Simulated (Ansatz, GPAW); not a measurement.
# A 7-layer slab of Al(110): simulated STM images

Wanted: filled- and empty-state images of a 7-layer slab of Al(110), with its work function.

Main program and level: GPAW 26.7.0 and Ansatz 0.2.0; Ansatz plane waves; slab in vacuum with a dipole correction, relaxation, in the first sound run; inputs show where later runs differ.

## 1. The structure

The cell holds 7 atoms: 7 Al. Its edges and angles: a = 4.050 Å, b = 2.864 Å, c = 24.591 Å, α = 90.0°, β = 90.0°, γ = 90.0°. Vacuum lies along c.

Coordinates:

```cif
data_structure
_symmetry_space_group_name_H-M 'P 1'
_symmetry_Int_Tables_number 1
_cell_length_a 4.0500
_cell_length_b 2.8638
_cell_length_c 24.5913
_cell_angle_alpha 90.000
_cell_angle_beta 90.000
_cell_angle_gamma 90.000
_cell_volume 285.22
loop_
_atom_site_label
_atom_site_type_symbol
_atom_site_fract_x
_atom_site_fract_y
_atom_site_fract_z
_atom_site_occupancy
Al1 Al 0.00000 0.00000 0.32532 1
Al2 Al 0.50000 0.50000 0.38355 1
Al3 Al 0.00000 0.00000 0.44177 1
Al4 Al 0.50000 0.50000 0.50000 1
Al5 Al 0.00000 0.00000 0.55823 1
Al6 Al 0.50000 0.50000 0.61645 1
Al7 Al 0.00000 0.00000 0.67468 1
```

## 2. Relaxing the atoms

Forces are removed first; all later runs use this geometry. The lowest 3 atoms are held at bulk positions and keep their forces.

Contents of input.yaml:

```yaml
crystal:
  lattice:
    - [4.05, 0.0, 0.0]
    - [0.0, 2.8637824638, 0.0]
    - [0.0, 0.0, 24.5913473914]
  atoms:
    - { symbol: Al, position: [0.0, 0.0, 0.3253176767] }
    - { symbol: Al, position: [0.5, 0.5, 0.3835451178] }
    - { symbol: Al, position: [0.0, 0.0, 0.4417725589] }
    - { symbol: Al, position: [0.5, 0.5, 0.5] }
    - { symbol: Al, position: [0.0, 0.0, 0.5582274411] }
    - { symbol: Al, position: [0.5, 0.5, 0.6164548822] }
    - { symbol: Al, position: [0.0, 0.0, 0.6746823233] }
kpoints:
  mp_grid: { grid: [8, 11, 1] }
hamiltonian:
  xc: pbe
scf:
  occupations: { method: fermi_dirac, width: 0.1 }
efield:
  axis: 3
  dipole_correction: true
  ramp_width: 0.05
relax:
  f_tol: 0.02
  max_steps: 60
  constraints: [{ sites: [0, 1, 2] }]
output:
  write_potential: true
  write_density: true
  volumetric_format: npy
```

On the command line:

```
ansatz run input.yaml --threads 4 --pin off --max-ram 8192MiB --backend cpu --events-out ev --progress --plain --runs-dir out
```

Numbers of over 12 decimals in the logs are rounded to 6 here.

What it wrote:

```text
Engine: ansatz 0.2.0, x86_64-unknown-linux-gnu
Pseudopotentials: kind: paw
Pseudopotential: Al, paw, valence charge 3, recommended cutoff 420 eV (normal), Al.paw.azcp
Functional definition: PBE
  parameter kappa = 0.804
  parameter beta = 0.066725
  exchange = pbe_x(kappa = kappa, mu = beta*pi^2/3)
  correlation = pbe_c(beta = beta)
Crystal: 7 atoms, lattice volume = 285.218 Å³
Basis set: ecut = 420 eV, 5603 PW (Γ), exchange–correlation on 60×40×360 points (8 copies of the dense FFT grid, shifted against one another)
Bands: 18, of which v1, the nominal top of the filled ones, is band 11 counted from 1 (10 counted from 0)
Symmetry: 4 space group operations
k-points: 30 of 88
Non-local potential: Al, projectors of the file, l = 0: 2, l = 1: 2, l = 2: 1
PAW form: soft (Blöchl's): semilocal exchange-correlation on the pseudo side does not see the compensation charge
PAW one-centre angular grid: Al, 110 points (default); XC on 64 Gauss nodes
Initial density: superposition of atomic densities (neutral atoms: chi_scale 0, normalization atom), corrected by the library's trained network
Initial wavefunctions: pseudopotential atomic-orbital guess
Functional: x = pbe(κ = 0.804, μ = 0.219515), c = pbe(β = 0.066725)
SCF iter   1: F=—  HF=-3761.116121 eV  |F-HF|=—  |Δ(HF+E_count)|=         —  Δρ=9.08e-4  dr2=3.94e-3  ethr=1.77e-3  p=0.000 e·Å  D=3.78e-14 V/Å  ΔV_dip=-0.00 eV  dr2_dipole=6.56e-7  V_vac-E_F(+/−)=3.99/3.99 eV  ⟨swp⟩=9.2  Hψ=3968  notcnv=0
efield: sawtooth ramp at fractional position 0.9750 (placed from the atoms, in the widest stretch of the axis that holds none; the zero of the levels goes with the place), width 0.0500; the density the first Hamiltonian is built on has a dipole p = 0.000 e·Å; the dipole correction subtracts the counter field D = 3.78e-14 V/Å, which shifts the + side's vacuum level by -0.00 eV against the − side's; the planar-averaged density in the ramp window peaks in size at 2.2e-5 e/Å³
preconditioner: auto → LDOS  [metal: Δε(μ)=0.035 eV  Ē_g=6.389 eV  σ=0.100 eV  W_gap=0.09  n_scr=26 (ndim 8)  ℏωp=10.1 eV  f_vac=0.468  D(μ)=2.61/eV (n_scr^D=10)  β→1.0]
SCF iter   2: F=—  HF=-3761.117304 eV  |F-HF|=—  |Δ(HF+E_count)|=   1.18e-3  Δρ=2.28e-4  dr2=3.61e-4  ethr=1.88e-5  p=0.000 e·Å  D=3.16e-5 V/Å  ΔV_dip=-0.00 eV  dr2_dipole=9.15e-7  V_vac-E_F(+/−)=4.02/4.03 eV  ⟨swp⟩=2.7  Hψ=1250  notcnv=0  defer=6
SCF iter   3: F=—  HF=-3761.117388 eV  |F-HF|=—  |Δ(HF+E_count)|=   8.41e-5  Δρ=8.59e-5  dr2=6.33e-5  ethr=1.72e-6  p=0.000 e·Å  D=1.69e-6 V/Å  ΔV_dip=-0.00 eV  dr2_dipole=2.85e-9  V_vac-E_F(+/−)=4.03/4.03 eV  ⟨swp⟩=2.1  Hψ=828  notcnv=0  defer=6
iter 4 did not close the SCF: its close was put off for the readings that it lacked (scf_convergence_deferred on its scf_iter line)
SCF iter   4: F=-3761.117390 eV  HF=-3761.117390 eV  |F-HF|=5.03e-7  |Δ(HF+E_count)|=   1.58e-6  Δρ=2.68e-5  dr2=5.21e-6  ethr=3.01e-7  p=-0.000 e·Å  D=-2.47e-6 V/Å  ΔV_dip=0.00 eV  dr2_dipole=1.44e-8  V_vac-E_F(+/−)=4.03/4.03 eV  ⟨swp⟩=2.4  Hψ=803  notcnv=0  defer=6
iter 5 did not close the SCF: its close was put off for the readings that it lacked (scf_convergence_deferred on its scf_iter line)
SCF iter   5: F=-3761.117393 eV  HF=-3761.117392 eV  |F-HF|=6.10e-7  |Δ(HF+E_count)|=   1.94e-6  Δρ=7.21e-6  dr2=3.54e-7  ethr=2.48e-8  p=-0.000 e·Å  D=-2.56e-7 V/Å  ΔV_dip=0.00 eV  dr2_dipole=3.12e-11  V_vac-E_F(+/−)=4.03/4.03 eV  ⟨swp⟩=2.5  Hψ=871  notcnv=0  defer=6
SCF iter   6: F=-3761.117393 eV  HF=-3761.117393 eV  |F-HF|=2.43e-8  |Δ(HF+E_count)|=   7.23e-7  Δρ=1.19e-6  dr2=1.54e-8  ethr=1.69e-9  p=-0.000 e·Å  D=-1.16e-7 V/Å  ΔV_dip=0.00 eV  dr2_dipole=8.28e-14  V_vac-E_F(+/−)=4.03/4.03 eV  ⟨swp⟩=8.2  Hψ=3942  notcnv=0
SCF 1 converged in 6 iterations: F = -3761.117393 eV  dr2 = 1.54e-8
  greatest PAW one-centre occupation: 0.484 electrons in one spin orbital (limit 2), on the Al atom at site 6 (counted from 0), in its partial waves of l = 0
relax step   1: F+E_penalty+E_count = -3761.11739268 eV  Δ(F+E_penalty+E_count) = +0.000e0 eV  max|allowed force component| = 2.182e-1 eV/Å  Δτ_max = 0.0000 Å  (6 SCF iters, dr2 threshold 1.00e-5 eV, accepted)
Initial density: handed on by an earlier stage of this run
Initial wavefunctions: those handed on with the density
iter 1 solved again at ethr=9.45e-5 eV; its pass at ethr=3.10e-3 eV (dr2=1.98e-2 eV) is discarded
SCF iter   1: F=—  HF=-3761.131478 eV  |F-HF|=—  |Δ(HF+E_count)|=         —  Δρ=9.09e-4  dr2=2.50e-2  ethr=9.45e-5  p=-0.000 e·Å  D=-1.16e-7 V/Å  ΔV_dip=0.00 eV  dr2_dipole=6.45e-3  V_vac-E_F(+/−)=4.04/4.04 eV  ⟨swp⟩=1.5  Hψ=2390  notcnv=0  defer=5
efield: sawtooth ramp at fractional position 0.9750 (handed on by an earlier solve), width 0.0500; the density the first Hamiltonian is built on has a dipole p = -0.000 e·Å; the dipole correction subtracts the counter field D = -1.16e-7 V/Å, which shifts the + side's vacuum level by +0.00 eV against the − side's; the planar-averaged density in the ramp window peaks in size at 1.8e-7 e/Å³
eigensolver tolerance schedule calibrated: the retry pair's looser diagonalisation under-reported the residual by θ = 0.20 (0.14/decade); ethr = c·dr2/N_el runs at the constant in force after the calibration composes with the one it found (an armed cap, an earlier calibration), c = 5.5e-2
preconditioner: auto → LDOS  [metal: Δε(μ)=0.063 eV  Ē_g=6.400 eV  σ=0.100 eV  W_gap=0.15  n_scr=26 (ndim 8)  ℏωp=10.1 eV  f_vac=0.469  D(μ)=2.65/eV (n_scr^D=10)  β→1.0]
SCF iter   2: F=—  HF=-3761.129410 eV  |F-HF|=—  |Δ(HF+E_count)|=   2.07e-3  Δρ=4.84e-4  dr2=3.47e-3  ethr=6.52e-5  p=0.001 e·Å  D=8.42e-4 V/Å  ΔV_dip=-0.02 eV  dr2_dipole=4.20e-4  V_vac-E_F(+/−)=4.02/4.04 eV  ⟨swp⟩=2.6  Hψ=904  notcnv=0  defer=5
SCF iter   3: F=—  HF=-3761.129160 eV  |F-HF|=—  |Δ(HF+E_count)|=   2.50e-4  Δρ=7.34e-5  dr2=6.52e-5  ethr=9.07e-6  p=0.000 e·Å  D=2.93e-4 V/Å  ΔV_dip=-0.01 eV  dr2_dipole=1.76e-6  V_vac-E_F(+/−)=4.03/4.04 eV  ⟨swp⟩=2.3  Hψ=862  notcnv=0  defer=6
SCF iter   4: F=—  HF=-3761.129312 eV  |F-HF|=—  |Δ(HF+E_count)|=   1.53e-4  Δρ=1.87e-5  dr2=1.99e-6  ethr=7.77e-9  p=0.001 e·Å  D=4.80e-4 V/Å  ΔV_dip=-0.01 eV  dr2_dipole=2.54e-7  V_vac-E_F(+/−)=4.03/4.04 eV  ⟨swp⟩=10.5  Hψ=4739  notcnv=0
SCF iter   5: F=-3761.129314 eV  HF=-3761.129314 eV  |F-HF|=5.43e-8  |Δ(HF+E_count)|=   1.45e-6  Δρ=4.29e-6  dr2=1.01e-7  ethr=5.19e-9  p=0.001 e·Å  D=5.19e-4 V/Å  ΔV_dip=-0.01 eV  dr2_dipole=3.52e-11  V_vac-E_F(+/−)=4.03/4.04 eV  ⟨swp⟩=8.9  Hψ=4100  notcnv=0
SCF 2 converged in 5 iterations: F = -3761.129314 eV  dr2 = 1.01e-7
  greatest PAW one-centre occupation: 0.484 electrons in one spin orbital (limit 2), on the Al atom at site 0 (counted from 0), in its partial waves of l = 0
relax step   2: F+E_penalty+E_count = -3761.12931389 eV  Δ(F+E_penalty+E_count) = -1.192e-2 eV  max|allowed force component| = 4.646e-2 eV/Å  Δτ_max = 0.0599 Å  (5 SCF iters, dr2 threshold 2.97e-6 eV, accepted)
SCF iter   1: F=—  HF=-3761.129815 eV  |F-HF|=—  |Δ(HF+E_count)|=         —  Δρ=2.69e-4  dr2=9.55e-4  ethr=1.00e-4  p=0.001 e·Å  D=5.19e-4 V/Å  ΔV_dip=-0.01 eV  dr2_dipole=8.38e-5  V_vac-E_F(+/−)=4.03/4.04 eV  ⟨swp⟩=2.5  Hψ=1534  notcnv=0  defer=7
efield: sawtooth ramp at fractional position 0.9750 (handed on by an earlier solve), width 0.0500; the density the first Hamiltonian is built on has a dipole p = 0.001 e·Å; the dipole correction subtracts the counter field D = 5.19e-4 V/Å, which shifts the + side's vacuum level by -0.01 eV against the − side's; the planar-averaged density in the ramp window peaks in size at 1.3e-7 e/Å³
preconditioner: auto → LDOS  [metal: Δε(μ)=0.040 eV  Ē_g=6.394 eV  σ=0.100 eV  W_gap=0.10  n_scr=26 (ndim 8)  ℏωp=10.1 eV  f_vac=0.468  D(μ)=2.65/eV (n_scr^D=10)  β→1.0]
SCF iter   2: F=—  HF=-3761.129641 eV  |F-HF|=—  |Δ(HF+E_count)|=   1.74e-4  Δρ=1.16e-4  dr2=1.20e-4  ethr=4.55e-6  p=0.001 e·Å  D=5.58e-4 V/Å  ΔV_dip=-0.01 eV  dr2_dipole=1.54e-7  V_vac-E_F(+/−)=4.03/4.04 eV  ⟨swp⟩=2.8  Hψ=1123  notcnv=0  defer=7
SCF iter   3: F=—  HF=-3761.129640 eV  |F-HF|=—  |Δ(HF+E_count)|=   8.14e-7  Δρ=2.26e-5  dr2=5.54e-6  ethr=5.71e-7  p=0.001 e·Å  D=6.75e-4 V/Å  ΔV_dip=-0.02 eV  dr2_dipole=2.27e-7  V_vac-E_F(+/−)=4.03/4.04 eV  ⟨swp⟩=2.6  Hψ=854  notcnv=0  defer=7
SCF iter   4: F=—  HF=-3761.129803 eV  |F-HF|=—  |Δ(HF+E_count)|=   1.63e-4  Δρ=5.33e-6  dr2=2.78e-7  ethr=2.64e-8  p=0.001 e·Å  D=6.99e-4 V/Å  ΔV_dip=-0.02 eV  dr2_dipole=3.73e-9  V_vac-E_F(+/−)=4.02/4.04 eV  ⟨swp⟩=2.5  Hψ=906  notcnv=0  defer=7
SCF iter   5: F=-3761.129803 eV  HF=-3761.129803 eV  |F-HF|=1.52e-8  |Δ(HF+E_count)|=   1.11e-7  Δρ=1.50e-6  dr2=1.16e-8  ethr=4.76e-10  p=0.001 e·Å  D=7.22e-4 V/Å  ΔV_dip=-0.02 eV  dr2_dipole=1.20e-9  V_vac-E_F(+/−)=4.02/4.04 eV  ⟨swp⟩=10.2  Hψ=3702  notcnv=0
SCF 3 converged in 5 iterations: F = -3761.129803 eV  dr2 = 1.16e-8
relax step   3: F+E_penalty+E_count = -3761.12980293 eV  Δ(F+E_penalty+E_count) = -4.890e-4 eV  max|allowed force component| = 1.010e-2 eV/Å  Δτ_max = 0.0193 Å  (5 SCF iters, accepted)
NSCF: frozen V_eff on 30 k-points
the band table was solved once a step of the walk had ended and its energy, with any forces and stress, was formed, with the checks that follow a solve (4672 applications of the Hamiltonian). They found nothing against the state; the energy, forces and stress were not computed again (output.eigenvalues in the input reference)
WARN: The output density's exchange-correlation potential varies sharply where the density is thin. Do not read a vacuum level from v_tot or v_xc, or from such a field of the output density. On a cell that repeats whose density bears no net charge and no dipole along the vacuum's axis use v_es (v_loc + v_h of the components); under efield.dipole_correction with no amplitude use v_es + v_field, which holds any externa [...]
SCF converged after 5 iterations
Free energy (F): -3761.129803 eV
Harris-Foulkes:  -3761.129803 eV  (|F-HF|=1.52e-8)
Internal energy: -3761.039443 eV  (E = F + TS)
E sigma→0 (E₀):  -3761.084623 eV
Entropy (-TS):   -0.090360 eV (-12.909 meV/atom)
Fermi energy:    0.879375 eV
Dipole field:    D = 0.000761 V/Å  (p = 0.001199 e·Å, saw-weighted, corrected)
Work function:   Φ+ = 4.0237 eV   Φ− = 4.0425 eV
Levels:          The Fermi level and band energies are counted from a zero that moves with the ramp; work functions are not
--- Per-component energies (eV) ---
  E_band       = -68.719075
  E_kinetic    = 151.762698
  E_local      = -4824.897809  (includes V_loc(G=0)·N_el)
  E_nonlocal   = 73.229183
  E_hartree    = 2376.700220
  E_xc         = -273.759240
  E_vxc        = -196.790930  (∫ρ·V_xc dr)
  E_paw        = -3271.073684  (= ΣΔE_a)
  E_vpaw       = -25.419801  (= ΣTr[D̂ρ^β])
  E_aug_tail   = -0.000015  (compensation charges beyond the density's cutoff)
  E_efield     = 0.000000  (sawtooth field / dipole correction)
  E_vefield    = -0.000028  (∫n·V_field dr)
  E_ewald      = 2006.999204
  E_smearing   = -0.090360  (= −TS)
  E_closure    = -0.000000  (closes the sum)
  Σ components = -3761.129803   (vs F -3761.129803, Δ=0.00e0)
--- Forces (eV/Å), atoms counted from 1 ---
  atom   1  Al     0.00000000     0.00000000     0.19422322
  atom   2  Al     0.00000000     0.00000000    -0.18704493
  atom   3  Al     0.00000000     0.00000000    -0.00516069
  atom   4  Al     0.00000000     0.00000000     0.00045841
  atom   5  Al     0.00000000     0.00000000     0.01009650
  atom   6  Al     0.00000000     0.00000000    -0.00703498
  atom   7  Al     0.00000000     0.00000000    -0.00552652
  max |Σ_I F_I| component: 1.10e-5 eV/Å
--- Band table (eV; the first three rows and the last of 30) ---
  k-point 0: bands = [... 7 lower, -0.8688, -0.3657, 0.5280, 0.5951, 1.0535, 2.3083, 2.5086, 3.3784, ... 3 higher]
  k-point 1: bands = [... 7 lower, -0.7323, -0.2232, 0.6644, 0.7348, 1.1772, 2.4329, 2.6453, 3.4797, ... 3 higher]
  k-point 2: bands = [... 7 lower, -0.3229, 0.1802, 1.0737, 1.1300, 1.3122, 2.1120, 2.7045, 2.7487, ... 3 higher]
  k-point 29: bands = [... 7 lower, -1.7274, -1.5004, -1.4182, -0.4728, -0.1938, 0.3837, 0.6940, 1.7396, ... 3 higher]
--- Relaxed structure (3 steps of the walk, 3 accepted, 0 SCFs on fresh bases) ---
  F+E_penalty+E_count = -3761.12980293 eV   max|allowed force component| = 1.010e-2 eV/Å
  atoms:
    - { symbol: Al, position: [0.0, 0.0, 0.3253176767] }
    - { symbol: Al, position: [0.5, 0.5, 0.3835451178] }
    - { symbol: Al, position: [0.0, 0.0, 0.4417725589] }
    - { symbol: Al, position: [0.5, 0.5, 0.500600] }
    - { symbol: Al, position: [0.0, 0.0, 0.557994] }
    - { symbol: Al, position: [0.5, 0.5, 0.618907] }
    - { symbol: Al, position: [0.0, 0.0, 0.672381] }
```

It took 6.2 s on 4 threads of Intel Xeon 6975P-C (Granite Rapids), shared host; peak memory 0.62 GiB.

Step by step:

| step | energy less that of the first step (eV) | largest force component (eV/Å) |
| --- | --- | --- |
| 1 | 0.0000 | 0.2182 |
| 2 | -0.0119 | 0.0465 |
| 3 | -0.0124 | 0.0101 |

The run keeps the 4 symmetry operations that it works with, so distortions that break them were not tested.

The atoms that moved most (Å):

| atom | dx | dy | dz | length |
| --- | --- | --- | --- | --- |
| Al6 | 0.000 | 0.000 | 0.060 | 0.060 |
| Al7 | 0.000 | 0.000 | -0.057 | 0.057 |
| Al4 | 0.000 | 0.000 | 0.015 | 0.015 |
| Al5 | 0.000 | 0.000 | -0.006 | 0.006 |

This step gave:

```yaml
free_energy: -3761.1298 eV
smearing_term_ts: 0.09036 eV
symmetry_operations: 4
upper_work_function: 4.024 eV
lower_work_function: 4.042 eV
dipole_along_the_normal: 0.001199 e·Å
dipole_field: 7.61e-4 V/Å
vacuum_level_above: 4.903 eV
vacuum_level_below: 4.922 eV
```

The electrostatic potential energy of an electron (with the applied field's), less the Fermi level, planar mean oscillates, so the rows of the table below give means over windows of 1.5 Å about each position, cut where the curve ends. Its maxima inside the range that stand out by 2 % of the span (Å: eV): 9.4: -4.12, 10.9: -4.14, 12.3: -4.14, 13.8: -4.09, 15.0: -4.20. Its minima: 8.7: -5.13, 10.1: -5.15, 11.6: -5.01, 13.0: -5.27, 14.5: -4.62, 15.8: -6.03.

Table of electrostatic potential energy of an electron (with the applied field's), less the Fermi level, planar mean by z; means over each step:

z (Å), electrostatic potential energy of an electron (with the applied field's), less the Fermi level, planar mean (eV) and a bar from the least value:
```
     0.75       4.04 ##############################
     2.25       4.04 ##############################
     3.75       4.04 ##############################
     5.25       3.98 ##############################
     6.75       1.82 #######################
     8.25      -4.11 ###
     9.75      -4.61 #
    11.25      -4.55 #
    12.75      -4.65 #
    14.25      -4.37 ##
    15.75      -4.96 
    17.25      -0.63 ##############
    18.75       3.78 #############################
    20.25       4.02 ##############################
    21.75       4.02 ##############################
    23.25       4.02 ##############################
```

The valence density, planar mean oscillates, so the rows of the table below give means over windows of 1.43 Å about each position, cut where the curve ends. Its maxima inside the range that stand out by 2 % of the span (Å: e/Å³): 8.7: 0.187, 10.1: 0.190, 11.6: 0.191, 13.0: 0.193, 14.5: 0.187, 15.8: 0.195. Its minima: 9.4: 0.173, 10.8: 0.171, 12.3: 0.171, 13.8: 0.167, 15.0: 0.176.

Valence density, planar mean against z; means over each step:

| z (Å) | valence density, planar mean (e/Å³) |
| --- | --- |
| 2.15 | 8.9e-7 |
| 3.58 | 3.3e-5 |
| 5.01 | 0.00115 |
| 6.44 | 0.0295 |
| 7.87 | 0.133 |
| 9.30 | 0.180 |
| 10.73 | 0.180 |
| 12.16 | 0.181 |
| 13.59 | 0.178 |
| 15.02 | 0.183 |
| 16.45 | 0.156 |
| 17.88 | 0.0432 |
| 19.31 | 0.00198 |
| 20.74 | 5.7e-5 |
| 22.17 | 1.6e-6 |

The relaxation lowered the energy of the cell by 0.0124 eV.

(Part 1 of 3 ends here.)

[Logs are printed without paths, hosts, clocks, repeated set-up lines and the standing remarks that a program may print on its own settings, such as how far it seeks lower states.]

[Hosts, paths, dates, database ids (printed as entryN), source tags and the programs' standing remarks are cut or masked in the printed files.]
